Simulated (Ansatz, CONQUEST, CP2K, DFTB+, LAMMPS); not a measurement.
**DFTB+ runs on amorphous carbon (100 atoms)**

Wanted: DFTB+ inputs and outputs for amorphous carbon (100 atoms), checked against a plane-wave reference.

Calculated with DFTB+ 25.1; the method is named at each step.

### Step 1. Starting point

The cell holds 100 atoms: 100 C. Cell: a = 8.808 Å, b = 8.808 Å, c = 8.808 Å, α = 90.0°, β = 90.0°, γ = 90.0°. 100 atoms (100 C) placed at random at 2.92 g/cm³, melted at 6000 K for 10 ps at fixed volume with the Tersoff potential (Tersoff, Phys. Rev. B 39, 5566 (1989)). Quenched from 6000 K to 300 K at 100 K/ps and fixed volume, held 5 ps, then minimised at fixed cell.

The yardstick, on the same geometry:

| Quantity | Value |
| --- | --- |
| method | Kohn-Sham DFT, PBE, PAW, plane waves (Ansatz 0.2.0); cutoff 420 eV, Γ point, fermi-dirac smearing of 0.05 eV; PAW set soft_2 |
| r.m.s. force component | 1.236 eV/Å |
| longest force | 3.782 eV/Å |
| pressure | 4.033 GPa |
| SCF cycles | 9 |
| time | 5.5 s on 4 threads of Intel Xeon Platinum 8559C (Emerald Rapids), shared host |
| CPU time | 19 s |

### Step 2. IPEA1-xTB

Method: IPEA1-xTB tight binding, diagonalisation.

Input file dftb_in.hsd:

```
Geometry = GenFormat {
  <<< geo.gen
}
Driver = {}
Hamiltonian = xTB {
  Method = "IPEA1-xTB"
  SccTolerance = 1e-06
  MaxSccIterations = 300
  Mixer = Broyden { MixingParameter = 0.05 }
  Filling = Fermi { Temperature [K] = 580 }
  KPointsAndWeights = { 0.0 0.0 0.0 1.0 }
}
Analysis {
  PrintForces = Yes
  MullikenAnalysis = Yes
}
ParserOptions { ParserVersion = 14 }
```

Input file geo.gen:

```
100 F
C
1 1 0.66621 0.75259 0.83755
2 1 0.86239 0.74927 0.57293
3 1 0.08242 0.42560 0.76141
4 1 0.87460 0.78303 0.09268
5 1 0.03390 0.19775 0.40852
6 1 0.48233 0.56666 0.23955
7 1 0.05992 0.10607 0.04344
8 1 0.59827 0.69401 0.42438
9 1 0.42351 0.92528 0.64719
10 1 0.85834 0.93951 0.90667
11 1 0.46605 0.59830 0.68586
12 1 0.44529 0.30332 0.20210
13 1 0.17654 0.42632 0.52589
14 1 0.86967 0.24331 0.75930
15 1 0.45091 0.21669 0.06459
16 1 0.85960 0.45606 0.14766
17 1 0.50414 0.70160 0.80874
18 1 0.58836 0.78520 0.10884
19 1 0.76131 0.10963 0.11930
20 1 0.76218 0.09137 0.29602
21 1 0.67286 0.38153 0.89076
22 1 0.88743 0.09730 0.41560
23 1 0.25519 0.49093 0.11926
24 1 0.11853 0.91759 0.79070
25 1 0.61718 0.31311 0.47530
26 1 0.57080 0.15471 0.49280
27 1 0.73468 0.71585 0.16354
28 1 0.77203 0.13442 0.68709
29 1 0.74757 0.56092 0.09436
30 1 0.19618 0.51589 0.66873
31 1 0.23735 0.69233 0.36022
32 1 0.30760 0.41736 0.42296
33 1 0.29204 0.66418 0.08224
34 1 0.58043 0.35786 0.75541
35 1 0.83831 0.62010 0.67103
36 1 0.58765 0.08840 0.05078
37 1 0.88820 0.72443 0.41488
38 1 0.22391 0.40137 0.98964
39 1 0.83884 0.03509 0.57120
40 1 0.09898 0.97681 0.14254
41 1 0.51250 0.60298 0.95102
42 1 0.19511 0.69320 0.94216
43 1 0.57040 0.57410 0.56108
44 1 0.06992 0.44302 0.92594
45 1 0.29027 0.12776 0.37013
46 1 0.70198 0.89897 0.89260
47 1 0.26125 0.93558 0.16611
48 1 0.55282 0.93820 0.15022
49 1 0.61466 0.06102 0.37027
50 1 0.39690 0.83907 0.79633
51 1 0.37025 0.20064 0.66094
52 1 0.33584 0.28116 0.32710
53 1 0.55372 0.41812 0.22528
54 1 0.32612 0.27049 0.93440
55 1 0.98292 0.87608 0.19696
56 1 0.91550 0.68670 0.94951
[... 44 atom lines left out ...]
0.0 0.0 0.0
8.80770 0.00000 0.00000
0.00000 8.80770 0.00000
0.00000 0.00000 8.80770
```

Command:

```console
OMP_NUM_THREADS=1 dftb+ > output.txt
```

Output:

```text
Reading input file 'dftb_in.hsd'
Parser version: 14
--------------------------------------------------------------------------------
Processed input in HSD format written to 'dftb_pin.hsd'
Starting initialization...
--------------------------------------------------------------------------------
WARNING!
-> Dipole printed for extended system : value printed is not well defined
Mode:                        Static calculation
Self consistent charges:     Yes
SCC-tolerance:                 0.100000E-05
Max. scc iterations:                    300
Shell resolved Hubbard:      Yes
Spin polarisation:           No
Nr. of up electrons:           200.000000
Nr. of down electrons:         200.000000
Periodic boundaries:         Yes
Electronic solver:           Relatively robust
Mixer:                       Broyden mixer
Mixing parameter:                  0.050000
Nr. of chrg. vec. in memory:            300
Max. SCC-cycles:                        300
tblite library version:      0.3.0
-> parametrization:          IPEA1-xTB
-> repulsion:                Yes
-> dispersion:               Yes
-> halogen bonding:          Yes
-> electrostatics:           Yes
   -> isotropic:             Yes
   -> anisotropic:           No
   -> third-order:           Yes
Electronic temperature:              0.183675E-02 H      0.499806E-01 eV
Initial charges:             Set automatically (system chrg:   0.000E+00)
Included shells:             C:  s, p, s2
K-points and weights:           1:  0.000000  0.000000  0.000000     1.000000
K-points in absolute space:     1:  0.000000  0.000000  0.000000
Extra options:
                             Mulliken analysis
                             Force calculation
Force type                   original
--------------------------------------------------------------------------------
***  Geometry step: 0
 iSCC Total electronic   Diff electronic      SCC error
    1   -0.24235949E+03    0.00000000E+00    0.12569450E+01
    2   -0.24264330E+03   -0.24235949E+03    0.10985770E+01
    3   -0.24031337E+03   -0.28381378E+00    0.12259576E+01
    4   -0.24216707E+03    0.23299337E+01    0.33995888E+00
    5   -0.24254010E+03   -0.18537054E+01    0.19165589E+00
    6   -0.24271628E+03   -0.37302962E+00    0.74751242E-01
    7   -0.24274039E+03   -0.17617769E+00    0.17416405E-01
    8   -0.24274219E+03   -0.24107286E-01    0.89660425E-02
    9   -0.24274262E+03   -0.17957415E-02    0.53491556E-02
   10   -0.24274267E+03   -0.43783123E-03    0.56128801E-02
   11   -0.24274268E+03   -0.47750179E-04    0.52376980E-02
   12   -0.24274267E+03   -0.47368444E-05    0.30420869E-02
   13   -0.24274267E+03    0.36091971E-05    0.10142528E-02
   14   -0.24274268E+03   -0.41502614E-06    0.20071742E-03
   15   -0.24274268E+03   -0.30216187E-05    0.72773094E-04
   16   -0.24274268E+03   -0.34706653E-06    0.35791350E-04
   17   -0.24274268E+03   -0.11926485E-06    0.14035170E-04
   18   -0.24274268E+03    0.40329780E-07    0.70701525E-05
   19   -0.24274268E+03   -0.39073029E-08    0.56506542E-05
>> Charges saved for restart in charges.bin
   20   -0.24274268E+03   -0.64493975E-08    0.53237604E-05
   21   -0.24274268E+03    0.16633237E-08    0.23502547E-05
   22   -0.24274268E+03   -0.23141240E-08    0.11164010E-05
>> Charges saved for restart in charges.bin
   23   -0.24274268E+03    0.78850348E-09    0.42699602E-06
Total Energy:                     -239.2656065579 H        -6510.7484 eV
Extrapolated to 0K:               -239.2693500540 H        -6510.8503 eV
Total Mermin free energy:         -239.2730935501 H        -6510.9521 eV
Force related energy:             -239.2730935501 H        -6510.9521 eV
Volume:                              0.461088E+04 au^3   0.683262E+03 A^3
Pressure:                           -0.854985E-03 au    -0.251545E+11 Pa
```

detailed.out:

```text
Fermi distribution function
Calculation with static geometry
********************************************************************************
 iSCC Total electronic   Diff electronic      SCC error
   23   -0.24274268E+03    0.78850348E-09    0.42699602E-06
********************************************************************************
 Total charge:    -0.00000000
 Atomic gross charges (e)
 Atom           Charge
    1       0.01680500
    2      -0.00548445
    3      -0.01406263
    4      -0.00656962
    5       0.01880752
    6      -0.00356652
    7       0.01173644
    8       0.01409699
    9      -0.01516574
   10       0.00835793
   11      -0.01195614
   12      -0.00752879
[...]
96       0.01106518
   97       0.01453709
   98       0.01257586
   99      -0.01381051
  100       0.00235621
Fermi level:                        -0.3294696025 H           -8.9653 eV
Band energy:                      -254.9280713863 H        -6936.9458 eV
TS:                                  0.0074869922 H            0.2037 eV
Band free energy (E-TS):          -254.9355583785 H        -6937.1495 eV
Extrapolated E(0K):               -254.9318148824 H        -6937.0476 eV
Input / Output electrons (q):    400.0000000000    400.0000000000
Energy H0:                        -242.7638798567 H        -6605.9413 eV
Energy SCC:                          0.0212041626 H            0.5770 eV
Total Electronic energy:          -242.7426756941 H        -6605.3643 eV
Repulsive energy:                    3.9187085988 H          106.6335 eV
Halogen correction energy:           0.0000000000 H            0.0000 eV
Total energy:                     -239.2656065579 H        -6510.7484 eV
Extrapolated to 0:                -239.2693500540 H        -6510.8503 eV
Total Mermin free energy:         -239.2730935501 H        -6510.9521 eV
Force related energy:             -239.2730935501 H        -6510.9521 eV
Non-constrained calculation
SCC converged
Total Forces
    1      0.004389547077      0.060374276832     -0.006771606622
    2      0.013952742944     -0.033232618351      0.096851118326
    3     -0.046618109857     -0.038835876734     -0.038881151112
    4      0.061638738888      0.007280180801      0.002086549267
    5      0.000740120423     -0.009866745246     -0.009635811592
    6     -0.073625397126     -0.021380107071      0.039118978706
    7     -0.036316047197     -0.036186212839     -0.003516123218
    8      0.015723382911      0.008719408849      0.011097451084
    9      0.003553349387     -0.006025054762     -0.043271406507
   10      0.014455026999      0.067845343815      0.009323544612
   11      0.034686092371     -0.008905269105     -0.056124942500
[...]
96      0.044052049717      0.010671603777      0.070549368848
   97     -0.025406185586      0.013526612826      0.003020994190
   98     -0.033995035352      0.022057870575      0.005509311428
   99     -0.025981984783      0.035924761933      0.009700676980
  100      0.035136419048      0.033380783673      0.026085949415
Total stress tensor
     -0.000766540158     -0.000278160469      0.000118418656
     -0.000278160469     -0.000825937778      0.000469476600
      0.000118418656      0.000469476600     -0.000972477558
Total lattice derivs
      0.212352613751      0.077058066630     -0.032805210469
      0.077058066630      0.228807380797     -0.130057873700
     -0.032805210469     -0.130057873700      0.269402912633
Maximal derivative component:        0.107692E+00 au
Volume:                              0.461088E+04 au^3
Pressure:                           -0.854985E-03 au    -0.251545E+11 Pa
Warning: dipole moment is not defined absolutely!
Dipole moment:   -1.12169358    0.54113926   -0.23210229 au
Dipole moment:   -2.85106092    1.37543890   -0.58994523 Debye
```

Wall time 27 s (1 thread of Intel Xeon Platinum 8559C (Emerald Rapids), shared host); peak memory 1.3 GiB.

Banners, paths, timers and routine set-up lines are dropped from the logs unmarked, and long logs keep their key lines alone; longer cuts are marked.

Compared with the plane-wave run:

* r.m.s. force component: 1.712 eV/Å
* r.m.s. difference of force components: 579.4 meV/Å
* longest difference of force vectors: 1981 meV/Å
* force difference over r.m.s. force: 46.87 %
* slope of forces against the reference's: 1.349
* correlation of force components: 0.9742
* pressure: -25.15 GPa
* pressure difference: -29.19 GPa

A closer look about C16, whose charge lies farthest from its element's mean: 10 atoms, nearest first, numbered in the order of the input, with positions taken from that point.

```
atom      x      y      z  distance (Å)  bonds  Mulliken charge (e)     Fx     Fy  Fz (eV/Å)
 C16   0.00   0.00   0.00          0.00      3                -0.05  -0.65   0.06      -0.19
 C29  -0.99   0.92  -0.47          1.43      3                 0.01   0.20  -3.35       1.40
 C67  -0.32  -0.55   1.39          1.53      3                -0.02  -1.89   2.18      -0.84
 C97   0.69  -0.82  -1.14          1.57      4                 0.01  -1.31   0.70       0.16
 C84   1.39  -1.83  -0.32          2.32      3                 0.00   3.19   0.95       3.05
 C64  -1.89   0.51  -1.50          2.47      3                 0.01   0.33  -0.84      -0.50
 C80  -1.71  -0.79   1.61          2.48      3                 0.01   4.17   1.72      -1.10
 C27  -1.10   2.29   0.14          2.54      4                 0.02   0.09  -0.30      -0.15
 C99  -0.34  -1.29  -2.18          2.55      3                -0.01  -1.34   1.85       0.50
 C94   1.92  -1.43   0.94          2.57      3                -0.02  -0.77   0.17      -1.03
```

Forces lie 47 % from the reference's, at 1.4 times its CPU time (on 1 against 4 cores).

### Step 3. DFTB 3ob-3-1

Method: third-order SCC-DFTB tight binding, 3ob-3-1 parameters, diagonalisation.

The folder slako/ holds the set 3ob-3-1.

dftb_in.hsd: that of step 2 with these lines changed.

```diff
@@ -4,4 +4,17 @@
 Driver = {}
-Hamiltonian = xTB {
-  Method = "IPEA1-xTB"
+Hamiltonian = DFTB {
+  Scc = Yes
+  SlaterKosterFiles = Type2FileNames {
+    Prefix = "slako/"
+    Separator = "-"
+    Suffix = ".skf"
+  }
+  MaxAngularMomentum {
+    C = "p"
+  }
+  ThirdOrderFull = Yes
+  HCorrection = Damping { Exponent = 4.0 }
+  HubbardDerivs {
+    C = -0.1492
+  }
   SccTolerance = 1e-06
```

geo.gen is that of step 2.

Command:

```console
OMP_NUM_THREADS=1 dftb+ > output.txt
```

Output:

```text
Reading input file 'dftb_in.hsd'
Parser version: 14
--------------------------------------------------------------------------------
Reading SK-files:
./slako/C-C.skf
Done.
Processed input in HSD format written to 'dftb_pin.hsd'
Starting initialization...
[... lines left out ...]
WARNING!
[... lines left out ...]
 iSCC Total electronic   Diff electronic      SCC error
[... lines left out ...]
>> Charges saved for restart in charges.bin
[...]
26   -0.16891667E+03   -0.26338114E-08    0.10443365E-05
>> Charges saved for restart in charges.bin
   27   -0.16891667E+03    0.98395958E-09    0.61916383E-06
Total Energy:                     -167.6147125052 H        -4561.0284 eV
Extrapolated to 0K:               -167.6188372924 H        -4561.1406 eV
Total Mermin free energy:         -167.6229620796 H        -4561.2529 eV
Force related energy:             -167.6229620796 H        -4561.2529 eV
Volume:                              0.461088E+04 au^3   0.683262E+03 A^3
Pressure:                            0.612003E-03 au     0.180057E+11 Pa
```

detailed.out:

```text
Fermi distribution function
Calculation with static geometry
********************************************************************************
 iSCC Total electronic   Diff electronic      SCC error
   27   -0.16891667E+03    0.98395958E-09    0.61916383E-06
[... lines left out ...]
Fermi level:                        -0.1432909703 H           -3.8991 eV
[... lines left out ...]
Band free energy (E-TS):          -169.9561905872 H        -4624.7433 eV
[... lines left out ...]
Total energy:                     -167.6147125052 H        -4561.0284 eV
[... lines left out ...]
Total Mermin free energy:         -167.6229620796 H        -4561.2529 eV
[... lines left out ...]
SCC converged
Total Forces
[... lines left out ...]
      0.000670605192     -0.000208202975      0.000092539567
     -0.000208202983      0.000624419232      0.000413106795
      0.000092539574      0.000413106797      0.000540984575
Total lattice derivs
     -0.185776001193      0.057677925294     -0.025635994105
      0.057677927559     -0.172981225401     -0.114441894193
     -0.025635995919     -0.114441894636     -0.149867540986
Maximal derivative component:        0.969963E-01 au
Volume:                              0.461088E+04 au^3
Pressure:                            0.612003E-03 au     0.180057E+11 Pa
Warning: dipole moment is not defined absolutely!
Dipole moment:   -1.28260128   -1.19461367   -0.71459912 au
Dipole moment:   -3.26004755   -3.03640533   -1.81632995 Debye
```

The job ended after 1.4 s (1 thread; peak memory 0.1 GiB).

Compared with the plane-wave run:

```
r.m.s. force component                  : 1.581 eV/Å
r.m.s. difference of force components   : 511.9 meV/Å
longest difference of force vectors     : 1850 meV/Å
force difference over r.m.s. force      : 41.41 %
slope of forces against the reference's : 1.232
correlation of force components         : 0.9633
pressure                                : 18.01 GPa
pressure difference                     : 13.97 GPa
```

Against the first run (47 %), the force difference from the reference is 41 %, at 0.050 times the CPU time.

### Step 4. DFTB mio-1-1

Method: SCC-DFTB tight binding, mio-1-1 parameters, diagonalisation.

The parameter files are exchanged too: slako/ now holds the set mio-1-1.

dftb_in.hsd: that of step 3 with these lines changed.

```diff
@@ -14,7 +14,2 @@
   }
-  ThirdOrderFull = Yes
-  HCorrection = Damping { Exponent = 4.0 }
-  HubbardDerivs {
-    C = -0.1492
-  }
   SccTolerance = 1e-06
```

geo.gen is that of step 3.

Command:

```console
OMP_NUM_THREADS=1 dftb+ > output.txt
```

Output:

```text
Reading input file 'dftb_in.hsd'
Parser version: 14
--------------------------------------------------------------------------------
Reading SK-files:
./slako/C-C.skf
Done.
[... lines left out ...]
WARNING!
[... lines left out ...]
 iSCC Total electronic   Diff electronic      SCC error
[... lines left out ...]
   27   -0.17557171E+03   -0.52074256E-09    0.44925971E-06
Total Energy:                     -169.6647466585 H        -4616.8127 eV
Extrapolated to 0K:               -169.6691232458 H        -4616.9318 eV
Total Mermin free energy:         -169.6734998331 H        -4617.0508 eV
Force related energy:             -169.6734998331 H        -4617.0508 eV
Volume:                              0.461088E+04 au^3   0.683262E+03 A^3
Pressure:                            0.226851E-03 au     0.667417E+10 Pa
```

detailed.out:

```text
Fermi distribution function
Calculation with static geometry
********************************************************************************
 iSCC Total electronic   Diff electronic      SCC error
[... lines left out ...]
Fermi level:                        -0.1509619091 H           -4.1079 eV
[... lines left out ...]
Band free energy (E-TS):          -175.9093481677 H        -4786.7369 eV
[... lines left out ...]
Total energy:                     -169.6647466585 H        -4616.8127 eV
[... lines left out ...]
Total Mermin free energy:         -169.6734998331 H        -4617.0508 eV
[... lines left out ...]
SCC converged
Total Forces
[... lines left out ...]
      0.054395448537     -0.063721131731     -0.126738939372
     -0.026625756356     -0.126738939889     -0.045304576253
Maximal derivative component:        0.102123E+00 au
Volume:                              0.461088E+04 au^3
Pressure:                            0.226851E-03 au     0.667417E+10 Pa
Warning: dipole moment is not defined absolutely!
Dipole moment:   -1.53404156   -1.20729256   -0.63238818 au
Dipole moment:   -3.89914503   -3.06863185   -1.60737055 Debye
```

Elapsed: 1.1 s, on 1 thread; peak memory 0.1 GiB.

Numbers from this run, and their distance from the reference:

```yaml
r_m_s_force_component: 1.71 eV/Å
r_m_s_difference_of_force_components: 672.6 meV/Å
longest_difference_of_force_vectors: 2818 meV/Å
force_difference_over_r_m_s_force: 54.41 %
slope_of_forces_against_the_reference_s: 1.308
correlation_of_force_components: 0.946
pressure: 6.674 GPa
pressure_difference: 2.641 GPa
```

Against the first run (47 %), the force difference from the reference is 54 %, at 0.040 times the CPU time.

### Step 5. The ladder

Differences are against the plane-wave reference, forces as r.m.s. over components; share is that over the reference's r.m.s. force, slope the least-squares factor from reference forces to these. Total energies of different programs have different zeros and aren't compared.

```
               run  Δ force, r.m.s. (meV/Å)  share (%)  slope  Δ pressure (GPa)  cores  CPU time  memory (GiB)
         reference                        -          -      -                 -      4      19 s          0.97
   DFTB+ IPEA1-xTB                      579       46.9  1.349             -29.2      1      27 s           1.3
DFTB+ DFTB 3ob-3-1                      512       41.4  1.232              14.0      1     1.3 s           0.1
DFTB+ DFTB mio-1-1                      673       54.4  1.308              2.64      1     1.1 s           0.1
```

CPU time is summed over cores on a shared host, where runs went side by side, so it is rough. Symmetry, cutoffs, thresholds, outputs and thread counts weren't matched or tuned between programs; memory under MPI is the largest rank's times the ranks.

### Step 6. Outcome

```
nearest in forces : DFTB+ DFTB 3ob-3-1, 41 %
its CPU time      : 1.3 s
```

**Reading.** Tight binding differs by 41 % (DFTB+ DFTB 3ob-3-1) to 54 % (DFTB+ DFTB mio-1-1); it is another model, with fitted parameters of its own, and the xTB methods hold dispersion. IPEA1-xTB was fitted to ionisation energies and electron affinities, not to forces or charges. Of the electronic-structure runs that take under half the reference's CPU time, DFTB+ DFTB 3ob-3-1 comes nearest, at 41 % in 1.3 s against 19 s; its pressure misses by +14.0 GPa. Periodic xTB results under one method name differ between programs and library versions (DFTB+ here holds tblite 0.3). The quench rate of 100 K/ps is many orders above laboratory rates, so the cell is likely richer in defects and strain than a real sample. The network of bonds at the start is that of the classical potential that made the cell, and needn't be the one that DFT or experiment would give. The reference's stress is far from hydrostatic: its diagonal is 6.2, 4.6, 1.4 GPa, compression counted positive. The reference's pressure of 4.0 GPa belongs to a cell and atoms that aren't relaxed at this level. The electronic-structure runs sample only Γ, in a cell whose shortest periodic width is 9 Å, which is coarse for a cell with partly filled levels.

[Also dropped from logs without a mark: logging warnings of Python, and SIESTA's first energy breakdown and zero terms.]

[Logs are printed without paths, hosts, clocks, repeated set-up lines and the standing remarks that a program may print on its own settings, such as how far it seeks lower states.]

[Hosts, paths, dates, database ids (printed as entryN), source tags and the programs' standing remarks are cut or masked in the printed files.]
